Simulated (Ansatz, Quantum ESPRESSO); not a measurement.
# Mo(110), 5 layers against a metal electrode: the electrode's level over the Fermi level at a withheld member of a series

**Set-up.** Quantum ESPRESSO 7.5, PBE, GBRV ultrasoft. The slab is relaxed neutral, then held. ESM with bc3: vacuum below and a metal electrode about 6 Å above the top atoms. Cold smearing of 0.02 Ry. Charges are set per cell from the starting area. The slabs take the lattice constants of the bulk relaxed by the same program. The series steps the charge of the slab (positive: electrons removed).

| charge of the slab | electrode's level over the Fermi level (eV) |
| --- | --- |
| 1 ×10¹³ e/cm² | 5.273 |
| 2 ×10¹³ e/cm² | 6.020 |
| 3 ×10¹³ e/cm² | 6.774 |
| 4.5 ×10¹³ e/cm² | 7.917 |
| 6 ×10¹³ e/cm² | 9.076 |
| 7 ×10¹³ e/cm² | 9.854 |

**Question.** What is the electrode's level over the Fermi level at 8 ×10¹³ e/cm²?

**Fit.** The rows at 6 ×10¹³ e/cm² and 7 ×10¹³ e/cm² give a slope of (9.854 − (9.076))/(7 − (6)) = 0.778, so a straight line gives 10.632 eV. A parabola through these and the row at 4.5 ×10¹³ e/cm² gives 10.636 eV.

**Check.** 10.640 eV. The line misses by −0.008 and the parabola by −0.004 eV. Both misses are under 5 % of the step from the nearer row.

**Limits.** Vacuum fills the gap; ions don't answer the charge; added electrons can spill towards the electrode at the most negative charges. Members without a usable value, or on the other side of zero field or charge, are not listed.
